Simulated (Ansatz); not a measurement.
# SbP (model cell, started as rocksalt type): from the cell to its phonons, part 2 of 2

Task: relax SbP (model cell, started as rocksalt type), then find its harmonic phonons.

Ansatz 0.2.0; DFT PBEsol, scalar-relativistic, plane waves, norm-conserving pseudopotentials.

So far. Step 3 (Relaxing to small forces for the phonons): The forces vanish by symmetry and the pressure is 0.000 GPa, within the tolerances set. The cell now holds 21.45 Å³/atom. Step 4 (Zone-centre response): Before it was imposed, the acoustic sum rule was missed by 1.3e-4 eV/Å². Small misses are needed for a sound result but don't prove that mesh and cutoff are converged. The lowest optical mode is imaginary, 171.9i cm⁻¹, so the energy falls along it. The relaxed cell has a = 5.557 Å (conventional setting).

The structure was built from a prototype and need not be the compound's stable phase.

## Step 5: Response at finite wavevector

Stability and thermal properties need the whole zone. Linear response on a 4×4×4 q mesh gives force constants as far as a supercell of that size would.

Contents of input.yaml:

```yaml
crystal:
  lattice:
    - [0.0, 2.7784949752, 2.7784949752]
    - [2.7784949752, 0.0, 2.7784949752]
    - [2.7784949752, 2.7784949752, 0.0]
  atoms:
    - { symbol: Sb, position: [0.0, 0.0, 0.0] }
    - { symbol: P, position: [0.5, 0.5, 0.5] }
kpoints:
  mp_grid: { grid: [12, 12, 12] }
hamiltonian:
  xc: pbesol
  pseudopotentials: { kind: nc }
scf:
  occupations: { method: methfessel_paxton, width: 0.15 }
output:
  eigenvalues: true
phonons:
  method: dfpt
  qmesh: [4, 4, 4]
  temperatures: { t_max: 1000, t_step: 50 }
  qpath:
    path:
      - [[0.0, 0.0, 0.0], [0.5, 0.0, 0.5], [0.625, 0.25, 0.625]]
      - [[0.375, 0.375, 0.75], [0.0, 0.0, 0.0], [0.5, 0.5, 0.5], [0.5, 0.25, 0.75], [0.5, 0.0, 0.5]]
    npoints: 10
```

Command:

```
$ ansatz run input.yaml --threads 4 --pin off --max-ram 7168MiB --backend cpu --events-out ev --progress --plain --runs-dir out
```

Numbers of over 12 decimals in the logs are rounded to 6 here.

Output:

```text
[...]
Crystal: 2 atoms, lattice volume = 42.900 Å³
Basis set: ecut = 1088.45545 eV, 3479 PW (Γ), exchange–correlation on 90×90×90 points (8 copies of the dense FFT grid, shifted against one another)
Bands: 14, of which v1, the nominal top of the filled ones, is band 10 counted from 1 (9 counted from 0)
Symmetry: 48 space group operations
k-points: 72 of 1728
[...]
SCF iter   1: F=—  HF=-2658.062729 eV  |F-HF|=—  |Δ(HF+E_count)|=         —  Δρ=2.55e-2  dr2=4.55e-1  ethr=3.10e-3  ⟨swp⟩=6.3  Hψ=6157  notcnv=0
[...]
SCF iter   9: F=-2657.948040 eV  HF=-2657.948040 eV  |F-HF|=0.00e0  |Δ(HF+E_count)|=  2.96e-11  S|Δr|=    0.00e0  Δρ=5.40e-8  dr2=8.60e-13  ethr=1.00e-12  ⟨swp⟩=6.8  Hψ=4905  notcnv=0
SCF 1 converged in 9 iterations: F = -2657.948040 eV  dr2 = 8.60e-13
[...]
SCF iter   3: F=-2657.948040 eV  HF=-2657.948040 eV  |F-HF|=4.55e-13  |Δ(HF+E_count)|=  5.00e-12  S|Δr|=    0.00e0  Δρ=7.74e-8  dr2=1.28e-12  ethr=1.00e-12  ⟨swp⟩=1.0  Hψ=2304  notcnv=0
SCF 2 converged in 3 iterations: F = -2657.948040 eV  dr2 = 1.28e-12
phonons: the bands overlap, so this run is a metal and interpolates without the dipole-dipole term. If the crystal is really an insulator or semiconductor, its LO-TO splitting is missing
NSCF: frozen V_eff on 72 k-points
WARN: eigensolver did not converge in 7 slots of this pass, the one above among them; of largest residual over every band (k=1): 1 band(s) unlocked (lowest unlocked band 13, counted from 0; max residual 5.39e-4 eV among the unlocked bands, 5.39e-4 eV over every band); of lowest unlocked band (k=1): band 13
[...]
DFPT response loops at q = (0, 0, 0) (fractional): preconditioner auto → Kerker (q_TF=auto, 2.402 Å⁻¹) (partly filled bands, converged f_vac=0.000); β = 1.00, the filter's whole step (`scf.mixing.beta` (0.50) is not read by the response loops under this deck's `scf.mixing.preconditioner`; to damp them name `kerker` or `kerker_dos`, under which they read `scf.mixing.beta`, and type it under 1.00, their step now; both keys bind the ground state too); Broyden in place of MSR1
[...]
phonons.qmesh, q = [0.0000, 0.2500, -0.5000]: its response loops start from zero, take more passes and end by a threshold: the memory limit or budget leaves too little room for the subspace of the ground state's own states beside the solves, or none could be made (phonons.method)
[...]
SCF converged after 9 iterations
[...]
Free energy (F): -2657.948040 eV
[...]
Internal energy: -2657.946649 eV  (E = F + TS)
E sigma→0 (E₀):  -2657.947693 eV
Entropy (-TS):   -0.001391 eV (-0.695 meV/atom)
Fermi energy:    11.087877 eV
[...]
--- Band table (eV; the first three rows and the last of 72) ---
  k-point 0: bands = [... 6 lower, 7.3795, 9.0451, 9.0451, 9.0451, 15.2338, 15.2338, 15.2338, 16.0238]
  k-point 1: bands = [... 6 lower, 6.6559, 9.0530, 9.0530, 9.5704, 14.6574, 14.6574, 14.8000, 16.1115]
  k-point 2: bands = [... 6 lower, 5.3744, 9.0882, 9.0882, 10.2574, 13.6267, 13.6267, 14.0505, 16.3169]
  k-point 71: bands = [... 6 lower, 1.6701, 5.1535, 5.1535, 10.9649, 11.7841, 16.1772, 16.1772, 18.5907]
--- Phonons (Γ-DFPT): 2 representative perturbations + reference (Σ response iterations 5) ---
  ASR residual: 3.431e-5 → 0.000e0 eV/Å²; symmetrization residual: 2.152e-7 eV/Å²
  ASR residual per site (eV/Å²): 3.43e-5 3.23e-5
  Γ frequencies (cm⁻¹): -171.90 -171.90 -171.90 0.00 0.00 0.00
--- Phonons (arbitrary-q DFPT): 8 irreducible q on the 4×4×4 mesh ---
  q = [0.0000, 0.0000, 0.0000] (star 1, of the zone-centre solve; hermiticity 1.60e-7, symmetrization 1.72e-14): -171.90 -171.90 -171.90 -0.00 0.00 0.00
  q = [0.0000, 0.0000, 0.2500] (star 8, 2 solved perturbations on 936 of 1728 k-point pairs; hermiticity 1.08e-6, symmetrization 8.93e-13, the responses' own estimated error 5.2e-5 eV/Å²): 73.02 73.02 106.32 217.14 217.14 245.87
[...]
q = [0.0000, 0.2500, 0.2500] (star 6, 4 solved perturbations in 1608 linear systems a pass and spin channel, the states on 510 of 1728 k-point pairs; hermiticity 1.95e-6, symmetrization 1.07e-12, the responses' own estimated error 5.4e-5 eV/Å²): 46.52 46.52 110.93 110.93 120.10 231.58
[...]
sum rule: each row above includes the acoustic sum rule's correction from the zone centre's row sums; it moved no ω² by more than (0.53 cm⁻¹)²
  mesh force constants: q→R imaginary residual 1.61e-18; ASR residual 3.431e-5 → 0.000e0 eV/Å²; symmetrization residual 1.998e-15 eV/Å²
  interpolated dispersion: 62 rows × 6 modes
  density of states and harmonic sums: on the 20×20×20 q-mesh, interpolated from the force constants of a 4×4×4 supercell (no non-analytic term)
  largest difference from the sums on the solved wave vectors: F 1.29e-2 eV, S 1.71e-5 and C_V 5.03e-6 eV/K
  zero-point energy: 0.054084 eV/cell   skipped modes (ω ≤ 0): 30, of them read as no rigid motion or as one in doubt: 27 (4.463e-2 modes/cell left out, lowest -171.90 cm⁻¹)   left out of the sums: 7.50e-3 of the cell's modes: C_V's classical limit lies that fraction below 3 k_B per atom; for a crystal, a wire or a layer, F and S can be off by more, and a phonons.interpolated_qmesh denser along its periods is the remedy for the sampling
```

Elapsed: 16 min, on 4 threads of Arm Neoverse V2, shared host; peak memory 5.8 GiB.

This step gave:

| Item | Value |
| --- | --- |
| sum-rule residual before enforcement | 3.43e-5 eV/Å² |
| lowest frequency on the path | -171.9 cm⁻¹ |
| highest frequency on the path or at a solved wavevector | 277.5 cm⁻¹ |
| lowest mode on the q mesh (acoustic modes at Γ apart) | -171.9 cm⁻¹ |

Frequencies (cm⁻¹) solved at each irreducible wavevector; negative means imaginary. Frequencies by wavevector, by row:

```csv
q in reciprocal lattice units,star,mode 1,mode 2,mode 3,mode 4,mode 5,mode 6
0 0 0,1,-171.9,-171.9,-171.9,0,0,0
0 0 0.25,8,73,73,106.3,217.1,217.1,245.9
0 0 -0.5,4,109.2,109.2,161.3,243.8,243.8,267.3
0 0.25 0.25,6,46.5,46.5,110.9,110.9,120.1,231.6
0 0.25 -0.5,24,86.1,90.7,123.9,184.6,195.2,219.7
0 0.25 -0.25,12,72.2,105.4,135.4,141.5,228.8,250.3
0 -0.5 -0.5,3,59.4,59.4,79.9,155.7,162.1,162.1
0.25 -0.5 -0.25,6,79.8,79.8,122.6,161.8,161.8,234.9
```

Interpolated from a 4×4×4 q mesh. The phonon branches at the labelled points (cm⁻¹):

```csv
point,branch 1,branch 2,branch 3,branch 4,branch 5,branch 6
Γ,-172,-172,-172,0,0,0
halfway,46,46,111,111,120,232
X,59,59,80,156,162,162
halfway,68,79,82,161,173,185
U,80,82,106,158,193,221
jump to K,80,82,106,158,193,221
halfway,62,93,124,158,236,257
Γ,-172,-172,-172,0,0,0
halfway,73,73,106,217,217,246
L,109,109,161,244,244,267
halfway,89,98,139,192,200,240
W,80,80,123,162,162,235
halfway,73,82,93,163,166,208
X,59,59,80,156,162,162
```

The phonon branches as a text plot (rows in cm⁻¹):

```
    268 |                                    *******
    249 |                   *****           * ***** **
    231 |    ***           * *****           *     ** *******
    212 |       *        ****    *         **       **       *
    193 |        *     ****       **                  **      *
    175 |   *     **  ***                  *           **    ***
    156 |           *******     ****           ******    ********
    137 |         **       *****          *   *      ****
    118 |      ***         *    *            *   *       ****
    100 |    ** ****    ************      * * *** ******     *
     81 |  **       ***********  ****      ***        ***********
     62 |   *    *******       ******     **                  ***
     43 |  * ****                 ***    **
     25 | **                         *  *
      6 |*  *                         **
    -13 |
    -31 |                           *
    -50 |
    -69 |
    -88 |                           *    *
   -106 |  *                             *
   -125 |
   -144 | *                          *  *
   -163 |**                           ***
         Γ           X  U|K            Γ         L        W     X
```

Tetrahedra on a 20×20×20 mesh, mean over bins of 5 cm-1. Interpolated from a 4×4×4 q mesh. Table of phonon density of states by wavenumber; read off at these points:

wavenumber (cm⁻¹), phonon density of states (1/cm⁻¹/cell) and a bar:
```
     -172     0.0000 
     -158     0.0002 
     -142     0.0002 
     -128     0.0003 
     -112     0.0003 
      -92     0.0003 
      -78     0.0003 
      -62     0.0003 
      -48     0.0003 
      -32     0.0003 
      -18     0.0004 
       -2     0.0004 
       12     0.0006 
       28     0.0013 #
       42     0.0040 ##
       62     0.0200 #########
       78     0.0585 ##########################
       82     0.0686 ##############################
       92     0.0421 ##################
      108     0.0264 ############
      122     0.0273 ############
      138     0.0328 ##############
      152     0.0233 ##########
      162     0.0322 ##############
      168     0.0267 ############
      182     0.0199 #########
      198     0.0200 #########
      218     0.0224 ##########
      232     0.0390 #################
      248     0.0200 #########
      262     0.0099 ####
      278     0.0007
```

The partial phonon density of states has structure finer than the step of the table below, so its rows give means over 20 cm⁻¹, whole bins alone (the curve runs from -182 to 296 cm⁻¹). Peaks (cm⁻¹: height): P 160.7: 0.0276, 232.9: 0.0342; Sb 82.6: 0.0604, 127.7: 0.0244.

Phonopy on the run's constants, 17x17x17 mesh, Gaussian sigma 3.4 cm-1. Interpolated from a 4×4×4 q mesh. The partial phonon density of states by wavenumber; means over each step; values in 1/cm⁻¹/cell:

```csv
wavenumber (cm⁻¹),P,Sb
-160,9.3e-5,2.5e-5
-140,2.1e-4,5.7e-5
-120,1.3e-4,4.5e-5
-100,3.6e-4,1.8e-4
-80,1.9e-4,1.1e-4
-60,8.4e-5,9.4e-5
-40,1.5e-5,8.3e-5
-20,2.7e-5,2.4e-4
0,1.3e-5,1.4e-4
20,1.5e-4,9.0e-4
40,5.0e-4,0.00419
60,0.00133,0.0160
80,0.00207,0.0490
100,0.00178,0.0353
120,0.00519,0.0194
140,0.0126,0.0170
160,0.0226,0.00334
180,0.0198,9.6e-4
200,0.0195,8.8e-4
220,0.0232,7.5e-4
240,0.0274,6.9e-4
260,0.0113,4.3e-4
280,0.00152,1.1e-4
```

Second derivatives of the energy by pair, one row for each kind of neighbour of each atom listed. Each entry sums the pair over the periodic images of the supercell that the q mesh stands for, and in a polar crystal it holds the long-range dipole part too. Force constants by pair, by row:

```
atom  neighbour  distance (Å)  third of the trace (eV/Å²)  along the pair's line (eV/Å²)
 Sb1     itself             0                       4.784                              –
 Sb1          P         2.778                     -0.3636                        -0.5975
 Sb1         Sb         3.929                     -0.1082                         -0.728
 Sb1          P         4.812                      0.0441                         0.0539
 Sb1         Sb         5.557                     -0.5191                           -1.3
 Sb1          P         6.213                       0.062                         0.1629
 Sb1         Sb         6.806                     -0.0391                        -0.0465
  P2     itself             0                       4.491                              –
  P2         Sb         2.778                     -0.3636                        -0.5975
  P2          P         3.929                     -0.0641                        -0.2661
  P2         Sb         4.812                      0.0441                         0.0539
  P2          P         5.557                     -0.4569                         -1.161
  P2         Sb         6.213                       0.062                         0.1629
  P2          P         6.806                     -0.0507                        -0.0577
```

Symmetry leaves 8 wavevectors to solve. The lowest mode among them, the acoustic zeros apart, lies at Γ and is imaginary, 171.9i cm⁻¹, so the energy falls along it.

## Step 6: Isotope substitution

An isotope changes the mass and not the force constants, so no new electronic calculation is needed; the shifts show which modes move this element.

The same force constants with the mass of Sb changed from 121.760 to 122.904 u (phonopy, no LO-TO term). Both lists are sorted by frequency; levels can cross, so a row need not hold one and the same mode. Modes under 3 cm⁻¹ are left out. Isotope shifts, by row:

| q | rank | natural mass (cm⁻¹) | changed mass (cm⁻¹) |
| --- | --- | --- | --- |
| 0 0 0 | 1 | -171.9 | -171.7 |
| 0 0 0 | 2 | -171.9 | -171.7 |
| 0 0 0 | 3 | -171.9 | -171.7 |
| 0 0 0.25 | 1 | 73.02 | 72.7 |
| 0 0 0.25 | 2 | 73.02 | 72.7 |
| 0 0 0.25 | 3 | 106.3 | 105.9 |
| 0 0 0.25 | 4 | 217.1 | 217.1 |
| 0 0 0.25 | 5 | 217.1 | 217.1 |
| 0 0 0.25 | 6 | 245.9 | 245.7 |
| 0 0 -0.5 | 1 | 109.2 | 108.7 |
| 0 0 -0.5 | 2 | 109.2 | 108.7 |
| 0 0 -0.5 | 3 | 161.3 | 160.6 |
| 0 0 -0.5 | 4 | 243.8 | 243.8 |
| 0 0 -0.5 | 5 | 243.8 | 243.8 |
| 0 0 -0.5 | 6 | 267.3 | 267.3 |
| 0 0.25 0.25 | 1 | 46.52 | 46.31 |
| 0 0.25 0.25 | 2 | 46.52 | 46.31 |
| 0 0.25 0.25 | 3 | 110.9 | 110.9 |
| 0 0.25 0.25 | 4 | 110.9 | 110.9 |
| 0 0.25 0.25 | 5 | 120.1 | 119.5 |
| 0 0.25 0.25 | 6 | 231.6 | 231.6 |

A mode of this element alone would shift by -0.47 %.

## Step 7: Results

| Quantity | Value |
| --- | --- |
| space group after relaxation (within 0.01 Å) | Fm-3m |
| volume per atom | 21.5 Å³ |
| electronic character | no gap on this mesh |
| highest optical mode at the zone centre (no LO-TO term) | -172 cm⁻¹ |
| lowest optical zone-centre mode | -172 cm⁻¹ |
| lowest mode on the q mesh (acoustic modes at Γ apart) | -172 cm⁻¹ |
| highest frequency on the path or at a solved wavevector | 278 cm⁻¹ |
| imaginary modes on the 4×4×4 q mesh | yes |

Modes are clearly imaginary (beyond 10i cm⁻¹) at 1 of the 8 irreducible wavevectors, most at Γ (171.9i cm⁻¹), so this structure is not a minimum of the energy. The optical modes at Γ form one degenerate level at -172 cm⁻¹ (negative means imaginary). With no gap, or one that is small against the smearing, the frequencies hang on the k mesh and the smearing, most of all near Kohn anomalies. Spin-orbit coupling is left out, which can matter for the heavy elements here. A phonon run warned that its eigensolver left some bands unconverged in a pass. The starting cell was built on a prototype and not taken from a measurement, so the phase need not exist. These are harmonic frequencies at zero temperature: anharmonic shifts, linewidths and thermal expansion are left out.

[Logs are printed without paths, hosts, clocks, repeated set-up lines and the standing remarks that a program may print on its own settings, such as how far it seeks lower states.]

[Hosts, paths, dates, database ids (printed as entryN), source tags and the programs' standing remarks are cut or masked in the printed files.]
